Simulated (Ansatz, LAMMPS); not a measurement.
# Binding across the interface in amorphous film on crystalline C with 5 % Si on C sites, (100) (216 atoms), part 2 of 3

How much energy holds the two parts of amorphous film on crystalline C with 5 % Si on C sites, (100) (216 atoms) together, and how does it fall off with distance?

Ansatz 0.2.0; Kohn-Sham DFT, PBE, PAW (set soft_2), plane waves.

The cell: 205 C and 11 Si. The network of bonds at the start is that of the classical potential that made the cell. The main run has no spin polarisation. Only the Γ point is sampled, in a cell whose shortest periodic width is 11 Å.

So far. Step 2 (Single point at the start): The r.m.s. force at the start is 1.1 eV/Å. Step 3 (Relaxation): The relaxation converged after 27 steps, 34.1 eV below its start, with a largest force component of 0.043 eV/Å.

### 4. Single point at the relaxed geometry

The electronic structure is read at the final geometry, in a run of its own.

File input.yaml:

```yaml
crystal:
  lattice:
    - [10.698, 0.0, 0.0]
    - [0.0, 10.698, 0.0]
    - [0.0, 0.0, 22.98329]
  atoms:
    - { symbol: C, position: [0.01475, 0.14431, 0.94453] }
    - { symbol: C, position: [0.07767, 0.26895, 0.96724] }
    - { symbol: C, position: [0.99068, 0.36143, 0.00221] }
    - { symbol: C, position: [0.07367, 0.44004, 0.04466] }
    - { symbol: C, position: [0.17348, 0.19142, 0.00652] }
    - { symbol: C, position: [0.24588, 0.27144, 0.04699] }
    [... 204 atom lines left out ...]
    - { symbol: C, position: [0.43881, 0.92765, 0.11587] }
    - { symbol: C, position: [0.74486, 0.28825, 0.17753] }
    - { symbol: C, position: [0.22024, 0.37236, 0.40615] }
    - { symbol: C, position: [0.3065, 0.89635, 0.19611] }
    - { symbol: C, position: [0.20383, 0.47007, 0.30071] }
    - { symbol: C, position: [0.99606, 0.92043, 0.42997] }
kpoints:
  mp_grid: { grid: [1, 1, 1] }
hamiltonian:
  xc: pbe
scf:
  occupations: { method: fermi_dirac, width: 0.05 }
output:
  forces: true
  populations: true
  dos:
    method: { smearing: { sigma: 0.08 } }
    de: 0.1
    projected:
      site_lists:
        C: [C]
        Si: [Si]
        crystal: [0, 1, 2, 3, 4, 5, 6, 7, 8, 9, 10, 11, 12, 13, 14, 15, 16, 17, 18, 19, 20, 21, 22, 23, 24, 25, 26, 27, 28, 29, 30, 31, 32, 33, 34, 35, 36, 37, 38, 39, 40, 41, 42, 43, 44, 45, 46, 47, 48, 49, 50, 51, 52, 53, 54, 55, 56, 57, 58, 59, 60, 61, 62, 63, 64, 65, 66, 67, 68, 69, 70, 71]
  eigenvalues: true
  write_density: true
  write_potential: true
  volumetric_format: npy
```

Command:

```sh
ansatz run input.yaml --threads 4 --pin off --max-ram 8192MiB --backend cpu --events-out ev --progress --plain --runs-dir out
```

Numbers of over 12 decimals in the logs are rounded to 6 here.

The log of the run:

```text
[...]
Crystal: 216 atoms, lattice volume = 2630.373 Å³
Basis set: ecut = 420 eV, 51353 PW (Γ), exchange–correlation on 144×144×320 points (8 copies of the dense FFT grid, shifted against one another)
Bands: 648, of which v1, the nominal top of the filled ones, is band 432 counted from 1 (431 counted from 0)
Symmetry: 1 space group operations
[...]
k-points: 1
[...]
SCF iter   1: F=—  HF=-58287.392079 eV  |F-HF|=—  |Δ(HF+E_count)|=         —  Δρ=1.50e-2  dr2=2.34e1  ethr=1.77e-3  ⟨swp⟩=8.0  Hψ=3702  notcnv=0  defer=161
[...]
SCF iter  15: F=-58285.063741 eV  HF=-58285.063741 eV  |F-HF|=4.16e-8  |Δ(HF+E_count)|=   3.90e-8  Δρ=1.14e-6  dr2=6.82e-8  ethr=1.16e-11  ⟨swp⟩=34.0  Hψ=7566  notcnv=0
SCF 1 converged in 15 iterations: F = -58285.063741 eV  dr2 = 6.82e-8
[...]
WARN: The output density's exchange-correlation potential varies sharply where the density is thin. Do not read a vacuum level from v_tot or v_xc, or from such a field of the output density. On a cell that repeats whose density bears no net charge and no dipole along the vacuum's axis use v_es (v_loc + v_h of the components); [...]
SCF converged after 15 iterations
Free energy (F): -58285.063741 eV
[...]
Internal energy: -58284.872356 eV  (E = F + TS)
E sigma→0 (E₀):  -58284.968048 eV
Entropy (-TS):   -0.191385 eV (-0.886 meV/atom)
Fermi energy:    4.186319 eV
[...]
--- Forces (eV/Å), atoms counted from 1 ---
  atom   1  C      0.00296770     0.00415069    -0.00653127
  atom   2  C      0.00061304     0.00046948     0.00605464
  atom   3  C      0.00314403     0.00164333    -0.00601922
  atom   4  C     -0.00131462     0.00307145     0.00303346
  atom   5  C      0.00955707     0.00248458    -0.00086917
  atom   6  C      0.00042206     0.00043823    -0.00387041
  atom   7  C     -0.00656828    -0.00775530    -0.00327738
  atom   8  C      0.00213112     0.00226885    -0.00966612
  atom   9  C      0.00091939     0.00183885    -0.00639525
  atom  10  C      0.00140340    -0.00815271    -0.00096832
  atom  11  C     -0.00328605    -0.00092225     0.00329501
  atom  12  C      0.00250890     0.00323522    -0.00149453
  atom  13  C     -0.00274509     0.00089124    -0.00384309
  atom  14  C     -0.00207970     0.00064132     0.00181691
[...]
atom 215  C     -0.00427041     0.00398598    -0.00289130
  atom 216  C     -0.00902734     0.00049943     0.00154238
  max |Σ_I F_I| component: 1.50e-4 eV/Å
--- Band table (eV) ---
[...]
--- Löwdin populations: 216 sites ---
  site symbol       q [e]
     0      C      4.1578
     1      C      3.9727
     2      C      3.9820
[...]
215      C      3.9695
  spilling = 0.006643 (of n_electrons = 864.000000)
```

It took 69 s on 4 threads of Intel Xeon Platinum 8488C (Sapphire Rapids), shared host; peak memory 4.1 GiB; 4.4 min of CPU time.

The program notes that the exchange-correlation potential is rough where the density is thin.

Numbers from this run:

```yaml
free_energy: -58285.0637 eV
free_energy_per_atom: -269.8383 eV/atom
scf_cycles: 15
r_m_s_force_component: 0.00762 eV/Å
longest_force: 0.05269 eV/Å
fermi_energy: 4.186 eV
levels_partly_filled_by_over_2_per_cent: 6
spilling_of_the_projection: 0.006643
```

Löwdin charges by element (they lack the spilled electrons, 0.027 e an atom on average):

| element | coordination | atoms | mean charge (e) | spread | least | most |
| --- | --- | --- | --- | --- | --- | --- |
| C | all | 205 | -0.0204 | 0.102 | -0.504 | 0.0959 |
| Si | all | 11 | 0.902 | 0.194 | 0.503 | 1.10 |

By region:

| region | atoms | mean length of the force (eV/Å) |
| --- | --- | --- |
| crystal | 72 | 0.009 |
| amorphous | 144 | 0.011 |

Density of states as counts of states in windows of 1 eV (from the Fermi level), total and the larger projections:

| from (eV) | to (eV) | total | C p | crystal | C s |
| --- | --- | --- | --- | --- | --- |
| -18 | -17 | 25.2 | 9.3 | 9.6 | 15.2 |
| -17 | -16 | 35.3 | 13.0 | 12.2 | 21.3 |
| -16 | -15 | 32.9 | 12.9 | 8.9 | 19.0 |
| -15 | -14 | 30.4 | 12.9 | 7.9 | 16.6 |
| -14 | -13 | 29.7 | 14.8 | 10.9 | 13.8 |
| -13 | -12 | 37.6 | 21.6 | 12.9 | 14.9 |
| -12 | -11 | 40.7 | 25.9 | 14.5 | 13.2 |
| -11 | -10 | 39.3 | 27.0 | 12.8 | 10.6 |
| -10 | -9 | 41.2 | 31.5 | 11.9 | 7.8 |
| -9 | -8 | 55.5 | 45.8 | 18.8 | 7.4 |
| -8 | -7 | 66.3 | 56.4 | 22.3 | 7.2 |
| -7 | -6 | 64.9 | 57.0 | 19.3 | 5.1 |
| -6 | -5 | 78.6 | 71.3 | 28.0 | 4.5 |
| -5 | -4 | 70.8 | 64.1 | 24.0 | 3.2 |
| -4 | -3 | 57.5 | 51.0 | 15.9 | 2.6 |
| -3 | -2 | 45.1 | 39.7 | 13.2 | 1.8 |
| -2 | -1 | 32.8 | 28.9 | 11.2 | 1.5 |
| -1 | 0 | 30.2 | 24.8 | 13.9 | 2.0 |
| 0 | 1 | 24.2 | 20.6 | 9.6 | 1.4 |
| 1 | 2 | 28.8 | 23.3 | 8.5 | 2.4 |
| 2 | 3 | 23.9 | 17.1 | 3.5 | 2.3 |
| 3 | 4 | 32.9 | 21.6 | 3.3 | 4.7 |
| 4 | 5 | 39.2 | 19.7 | 10.7 | 7.1 |

The curve was stored every 0.100 eV, coarse against its broadening of 0.08 eV, so these counts are rough.

Between -22 and -18 eV lie 50 more states.

The levels nearest the highest filled one (over half full), pooled over k-points and spins:

| level less the highest filled one (eV) | occupation |
| --- | --- |
| -0.333 | 2.00 |
| -0.188 | 1.99 |
| -0.122 | 1.97 |
| -0.0914 | 1.94 |
| -0.039 | 1.83 |
| 0 | 1.66 |
| 0.144 | 0.43 |
| 0.21 | 0.137 |
| 0.269 | 0.045 |
| 0.387 | 0.004 |
| 0.427 | 0.002 |
| 0.479 | 0.001 |

Planar average of the electrostatic potential energy along the normal, with the Fermi level as zero, after a running mean with a triangular window 4 Å wide at its base:

| height (Å) | potential energy (eV) |
| --- | --- |
| 0.0 | -11.66 |
| 0.7 | -11.61 |
| 1.3 | -11.43 |
| 2.0 | -10.93 |
| 2.6 | -10.32 |
| 3.3 | -9.35 |
| 3.9 | -8.83 |
| 4.6 | -8.31 |
| 5.2 | -8.08 |
| 5.9 | -7.86 |
| 6.5 | -7.49 |
| 7.2 | -6.71 |
| 7.9 | -6.50 |
| 8.5 | -7.08 |
| 9.2 | -7.99 |
| 9.8 | -7.54 |
| 10.5 | -4.24 |
| 11.1 | -0.74 |
| 11.8 | 2.86 |
| 12.4 | 4.28 |
| 13.1 | 4.75 |
| 13.6 | 4.87 |
| 14.4 | 4.98 |
| 14.9 | 5.07 |
| 15.7 | 5.17 |
| 16.4 | 5.27 |
| 17.0 | 5.35 |
| 17.7 | 5.43 |
| 18.2 | 5.40 |
| 19.0 | 4.87 |
| 19.5 | 3.47 |
| 20.3 | -0.02 |
| 20.8 | -3.73 |
| 21.5 | -8.19 |
| 22.1 | -10.45 |
| 22.8 | -11.57 |

Electrostatic potential energy in the ca plane at fractional y = 0.108, with atoms of C and Si within 0.2 Å of it. With pseudopotentials it is smooth inside the atoms' cores, unlike the true potential.

Ten even steps from '0' (-52 eV) to '9' (9 eV), each cell a mean:
```
999877899999999999999853588888999999999999999
999877899999999999866710278767899999999999999
998745899999999998511542575213799999999999999
988634799999999998500688873000689999999999999
864567899999999999766899985113789999999999999
720178888899999998767999998667899999999999999
741378888899999998778999998778999999999999999
678888877899999973258999998547999999999999999
788988722589999960038999998646899999999999999
889998600289999874369999998513799999999999999
889988754688888888899999998634899999999999999
888888888887766888999988887568999999999999999
885358899988411689999843661138999999999999999
871007899998400689999710360028999999999999999
873137889998866888898744687568999999999999999
888777788889999987677447898623799999999999999
889988752379999983125347998400599999999999999
789998830068999972017889999744799999999999999
888998863477788754468999999888899999999999999
888888888753368512799999999988999999999999999
873368898730037745899999999877899999999999999
850038998752258888999999998746899999999999999
873368999876688999999998888767899999999999999
888777899988899999999998889888999999999999999
```
Columns run along c (16.0 Å, from fractional 0.00 to 0.70 of the cell; values clipped at the 3rd and 97th percentile), rows up along a (10.7 Å). Atoms in or near the plane, at fractional coordinates: C at (0.04, 0.09), C at (0.05, 0.41), C at (0.03, 0.75), C at (0.43, 0.30), C at (0.13, 0.26), C at (0.29, 0.86), C at (0.27, 0.63), C at (0.20, 0.44), Si at (0.42, 0.84), C at (0.12, 0.60), C at (0.35, 0.92), C at (0.41, 0.44), C at (0.27, 0.27).

Valence density in the ca plane at fractional y = 0.108, with atoms of C and Si within 0.2 Å of it. It is the smooth field of the valence electrons, not physical close to the nuclei.

Ten even steps from '0' (0.0 e/Å³) to '9' (1.9 e/Å³), each cell a mean:
```
210111000000111257631011100000000000000000000
210000000011345688842112100000000000000000000
310000000012578877753112100000000000000000000
310000000002598532232001100000000000000000000
210000000001475210011111100000000000000000000
110000000001353100012332100000000000000000000
111100000013543100012442100000000000000000000
344210000137862100013664100000000000000000000
578520000148962000013796200000000000000000000
589731000147641000002697310000000000000000000
466542211223210000002575200000000000000000000
322223454321100112224663100000000000000000000
210113787521001246668873100000000000000000000
100013688521001478888873000000000000000000000
211112344321112598434663100000000000000000000
333221111123445785212576310000000000000000000
467531000136898753112598510000000000000000000
378952100149986321001476310000000000000000000
246752112369842100000232100000000000000000000
222332124677520000000121100000000000000000000
111111124564210000001244200000000000000000000
100122112221100001112477310000000000000000000
101233210000000012222354200000000000000000000
111122100000000023321122100000000000000000000
```
Columns run along c (16.0 Å, from fractional 0.09 to 0.79 of the cell), rows up along a (10.7 Å). Atoms in or near the plane, at fractional coordinates: C at (0.43, 0.30), C at (0.13, 0.26), C at (0.29, 0.86), C at (0.27, 0.63), C at (0.20, 0.44), Si at (0.42, 0.84), C at (0.12, 0.60), C at (0.35, 0.92), C at (0.41, 0.44), C at (0.27, 0.27).

Counting bands leaves a spacing of only 0.14 eV (at Γ alone), which the smearing bridges: 6 levels are partly filled by over 2 %, so a gap, if any, is small at this level. Mean Löwdin charges: C -0.02, Si +0.90 e (they miss 0.66 % of the electrons, so they add up to more than the cell's charge). Within 0.4 eV of the Fermi level the largest share is C p (81 % of the projected weight). The potential slopes across the vacuum by 0.14 eV/Å: the slab bears a dipole, and with periodic images along the normal there is no flat vacuum level to read.

### 5. The lower part alone

The lower part (crystal) is solved alone, atoms held, in the same cell.

File input.yaml:

```yaml
crystal:
  lattice:
    - [10.698, 0.0, 0.0]
    - [0.0, 10.698, 0.0]
    - [0.0, 0.0, 22.98329]
  atoms:
    - { symbol: C, position: [0.01475, 0.14431, 0.94453] }
    - { symbol: C, position: [0.07767, 0.26895, 0.96724] }
    - { symbol: C, position: [0.99068, 0.36143, 0.00221] }
    - { symbol: C, position: [0.07367, 0.44004, 0.04466] }
    - { symbol: C, position: [0.17348, 0.19142, 0.00652] }
    - { symbol: C, position: [0.24588, 0.27144, 0.04699] }
    [... 60 atom lines left out ...]
    - { symbol: C, position: [0.6565, 0.04333, 0.99607] }
    - { symbol: C, position: [0.74717, 0.12644, 0.03185] }
    - { symbol: C, position: [0.83628, 0.86105, 0.99658] }
    - { symbol: C, position: [0.9159, 0.95687, 0.03121] }
    - { symbol: C, position: [0.81648, 0.07592, 0.90223] }
    - { symbol: C, position: [0.88014, 0.14556, 0.93999] }
kpoints:
  mp_grid: { grid: [1, 1, 1] }
hamiltonian:
  xc: pbe
scf:
  occupations: { method: fermi_dirac, width: 0.05 }
output:
  forces: true
  eigenvalues: true
  write_density: true
  write_potential: true
  volumetric_format: npy
```

The log of the run:

```text
[...]
Crystal: 72 atoms, lattice volume = 2630.373 Å³
Basis set: ecut = 420 eV, 51353 PW (Γ), exchange–correlation on 144×144×320 points (8 copies of the dense FFT grid, shifted against one another)
Bands: 216, of which v1, the nominal top of the filled ones, is band 144 counted from 1 (143 counted from 0)
Symmetry: 1 space group operations
[...]
k-points: 1
[...]
SCF iter   1: F=—  HF=-19111.703092 eV  |F-HF|=—  |Δ(HF+E_count)|=         —  Δρ=1.14e-2  dr2=1.11e1  ethr=1.77e-3  ⟨swp⟩=8.0  Hψ=1196  notcnv=0  defer=42
[...]
SCF iter  11: F=—  HF=-19110.815432 eV  |F-HF|=—  |Δ(HF+E_count)|=   1.61e-6  Δρ=1.88e-6  dr2=1.74e-7  ethr=4.29e-10  ⟨swp⟩=2.0  Hψ=197  notcnv=0  defer=53
SCF iter  12: F=-19110.815433 eV  HF=-19110.815433 eV  |F-HF|=2.42e-7  |Δ(HF+E_count)|=   6.22e-7  Δρ=7.64e-7  dr2=2.84e-8  ethr=3.47e-11  ⟨swp⟩=42.0  Hψ=2780  notcnv=0
SCF 1 converged in 12 iterations: F = -19110.815433 eV  dr2 = 2.84e-8
[...]
SCF converged after 12 iterations
Free energy (F): -19110.815433 eV
[...]
Internal energy: -19110.564474 eV  (E = F + TS)
E sigma→0 (E₀):  -19110.689953 eV
Entropy (-TS):   -0.250959 eV (-3.486 meV/atom)
Fermi energy:    -3.188800 eV
[...]
Σ components = -19110.815433   (vs F -19110.815433, Δ=0.00e0)
--- Forces (eV/Å), atoms counted from 1 ---
  atom   1  C     -0.13774926     0.32272425     0.17367324
  atom   2  C      0.16761950    -0.39828722    -0.61565294
  atom   3  C     -0.12716834     0.14949447     1.94111704
  atom   4  C     -0.07163186    -0.08887197    -3.26906217
[...]
atom  72  C      0.05021693    -0.53006383    -1.02101533
  max |Σ_I F_I| component: 3.27e-5 eV/Å
--- Band table (eV) ---
[...]
```

Wall time 16 s (4 threads); peak memory 2.1 GiB; 58 s of CPU time.

### 6. The upper part alone

The upper part (amorphous) is solved alone in the same way.

input.yaml, the sections that differ from step 5:

```yaml
crystal:
  lattice:
    - [10.698, 0.0, 0.0]
    - [0.0, 10.698, 0.0]
    - [0.0, 0.0, 22.98329]
  atoms:
    - { symbol: C, position: [0.97512, 0.17938, 0.07186] }
    - { symbol: C, position: [0.90935, 0.2145, 0.25152] }
    - { symbol: C, position: [0.61279, 0.93783, 0.43188] }
    - { symbol: C, position: [0.2158, 0.22483, 0.42707] }
    - { symbol: C, position: [0.29954, 0.12206, 0.43055] }
    - { symbol: Si, position: [0.93905, 0.38842, 0.44271] }
    [... 132 atom lines left out ...]
    - { symbol: C, position: [0.43881, 0.92765, 0.11587] }
    - { symbol: C, position: [0.74486, 0.28825, 0.17753] }
    - { symbol: C, position: [0.22024, 0.37236, 0.40615] }
    - { symbol: C, position: [0.3065, 0.89635, 0.19611] }
    - { symbol: C, position: [0.20383, 0.47007, 0.30071] }
    - { symbol: C, position: [0.99606, 0.92043, 0.42997] }
# kpoints, hamiltonian, scf, output: as in step 5
```

The log of the run:

```text
[...]
Crystal: 144 atoms, lattice volume = 2630.373 Å³
Basis set: ecut = 420 eV, 51353 PW (Γ), exchange–correlation on 144×144×320 points (8 copies of the dense FFT grid, shifted against one another)
Bands: 432, of which v1, the nominal top of the filled ones, is band 288 counted from 1 (287 counted from 0)
Symmetry: 1 space group operations
[...]
k-points: 1
[...]
SCF iter   1: F=—  HF=-39066.905340 eV  |F-HF|=—  |Δ(HF+E_count)|=         —  Δρ=1.16e-2  dr2=2.87e1  ethr=1.77e-3  ⟨swp⟩=8.0  Hψ=2392  notcnv=0  defer=84
[...]
SCF iter  11: F=—  HF=-39065.462518 eV  |F-HF|=—  |Δ(HF+E_count)|=   3.92e-6  Δρ=3.85e-6  dr2=5.94e-7  ethr=5.55e-10  ⟨swp⟩=3.0  Hψ=500  notcnv=0  defer=121
SCF iter  12: F=-39065.462519 eV  HF=-39065.462519 eV  |F-HF|=4.02e-7  |Δ(HF+E_count)|=   1.17e-6  Δρ=1.35e-6  dr2=6.18e-8  ethr=1.74e-11  ⟨swp⟩=35.0  Hψ=5414  notcnv=0
SCF 1 converged in 12 iterations: F = -39065.462519 eV  dr2 = 6.18e-8
[...]
SCF converged after 12 iterations
Free energy (F): -39065.462519 eV
[...]
Internal energy: -39065.256365 eV  (E = F + TS)
E sigma→0 (E₀):  -39065.359442 eV
Entropy (-TS):   -0.206154 eV (-1.432 meV/atom)
Fermi energy:    0.644480 eV
[...]
Σ components = -39065.462519   (vs F -39065.462519, Δ=0.00e0)
--- Forces (eV/Å), atoms counted from 1 ---
  atom   1  C     -3.15644863    -1.33703955     2.15620964
  atom   2  C     -0.04832301    -0.20083240     0.14877162
  atom   3  C     -0.03953614     0.00061709     0.01176327
  atom   4  C     -0.00661412    -0.00823485    -0.00243756
[...]
atom 144  C      0.07772020     0.04755231     0.00778736
  max |Σ_I F_I| component: 1.08e-4 eV/Å
--- Band table (eV) ---
[...]
```

It took 36 s on 4 threads; peak memory 3.2 GiB; 2.3 min of CPU time.

The whole (-58285.064 eV) less the lower (-19110.815 eV) and the upper part (-39065.463 eV) leaves -108.786 eV.

### 7. Upper part moved by +0.3 Å

Moving the upper part rigidly maps the well in which it sits.

File input.yaml:

```yaml
crystal:
  lattice:
    - [10.698, 0.0, 0.0]
    - [0.0, 10.698, 0.0]
    - [0.0, 0.0, 22.98329]
  atoms:
    - { symbol: C, position: [0.01475, 0.14431, 0.94453] }
    - { symbol: C, position: [0.07767, 0.26895, 0.96724] }
    - { symbol: C, position: [0.99068, 0.36143, 0.00221] }
    - { symbol: C, position: [0.07367, 0.44004, 0.04466] }
    - { symbol: C, position: [0.17348, 0.19142, 0.00652] }
    - { symbol: C, position: [0.24588, 0.27144, 0.04699] }
    [... 204 atom lines left out ...]
    - { symbol: C, position: [0.43881, 0.92765, 0.12892] }
    - { symbol: C, position: [0.74486, 0.28825, 0.19058] }
    - { symbol: C, position: [0.22024, 0.37236, 0.4192] }
    - { symbol: C, position: [0.3065, 0.89635, 0.20916] }
    - { symbol: C, position: [0.20383, 0.47007, 0.31376] }
    - { symbol: C, position: [0.99606, 0.92043, 0.44302] }
kpoints:
  mp_grid: { grid: [1, 1, 1] }
hamiltonian:
  xc: pbe
scf:
  occupations: { method: fermi_dirac, width: 0.05 }
output:
  forces: true
  eigenvalues: true
```

The log of the run:

```text
[...]
Crystal: 216 atoms, lattice volume = 2630.373 Å³
Basis set: ecut = 420 eV, 51353 PW (Γ), exchange–correlation on 144×144×320 points (8 copies of the dense FFT grid, shifted against one another)
Bands: 648, of which v1, the nominal top of the filled ones, is band 432 counted from 1 (431 counted from 0)
Symmetry: 1 space group operations
[...]
k-points: 1
[...]
SCF iter   1: F=—  HF=-58269.029794 eV  |F-HF|=—  |Δ(HF+E_count)|=         —  Δρ=1.47e-2  dr2=2.26e1  ethr=1.77e-3  ⟨swp⟩=7.0  Hψ=3396  notcnv=0  defer=167
[...]
SCF iter   5: F=—  HF=-58266.730761 eV  |F-HF|=—  |Δ(HF+E_count)|=   1.55e-2  Δρ=6.80e-4  dr2=1.96e-2  ethr=2.32e-5  ⟨swp⟩=2.0  Hψ=747  notcnv=0  defer=40
automatic band count: iteration 5 solves 500 bands in place of 648: the levels show a gap, and the empty bands left out lie too high to hold charge; the band table lists the bands solved (type scf.n_extra_bands for more)
SCF iter   6: F=—  HF=-58266.729863 eV  |F-HF|=—  |Δ(HF+E_count)|=   8.98e-4  Δρ=4.18e-4  dr2=9.02e-3  ethr=2.27e-6  ⟨swp⟩=2.0  Hψ=879  notcnv=0  defer=40
SCF iter   7: F=—  HF=-58266.729287 eV  |F-HF|=—  |Δ(HF+E_count)|=   5.76e-4  Δρ=2.12e-4  dr2=2.13e-3  ethr=1.04e-6  ⟨swp⟩=3.0  Hψ=836  notcnv=0  defer=40
[...]
SCF iter  12: F=—  HF=-58266.731200 eV  |F-HF|=—  |Δ(HF+E_count)|=   1.22e-6  Δρ=4.00e-6  dr2=5.35e-7  ethr=3.56e-10  ⟨swp⟩=2.0  Hψ=820  notcnv=0  defer=40
SCF iter  13: F=-58266.731200 eV  HF=-58266.731200 eV  |F-HF|=6.78e-9  |Δ(HF+E_count)|=   3.34e-7  Δρ=1.58e-6  dr2=8.88e-8  ethr=1.16e-11  ⟨swp⟩=20.0  Hψ=2855  notcnv=0
SCF 1 converged in 13 iterations: F = -58266.731200 eV  dr2 = 8.88e-8
[...]
SCF converged after 13 iterations
Free energy (F): -58266.731200 eV
[...]
Internal energy: -58266.539295 eV  (E = F + TS)
E sigma→0 (E₀):  -58266.635247 eV
Entropy (-TS):   -0.191905 eV (-0.888 meV/atom)
Fermi energy:    4.220610 eV
[...]
Σ components = -58266.731200   (vs F -58266.731200, Δ=0.00e0)
--- Forces (eV/Å), atoms counted from 1 ---
  atom   1  C     -0.00881649     0.06319428     0.00854313
  atom   2  C      0.12855084    -0.04284855    -0.08563024
  atom   3  C     -0.18337807    -0.04255304     1.56559631
  atom   4  C     -0.06711731    -0.01957255     3.35346590
[...]
atom 216  C     -0.00883020     0.00790621     0.00380620
  max |Σ_I F_I| component: 1.37e-4 eV/Å
--- Band table (eV) ---
[...]
```

Run time: 38 s. Hardware: 4 threads; peak memory 4.1 GiB.

Upper part moved by +0.3 Å: the energy stands 18.3 eV above that of the reference.

(Continued in part 3 of 3.)

[Logs are printed without paths, hosts, clocks, repeated set-up lines and the standing remarks that a program may print on its own settings, such as how far it seeks lower states.]

[Hosts, paths, dates, database ids (printed as entryN), source tags and the programs' standing remarks are cut or masked in the printed files.]
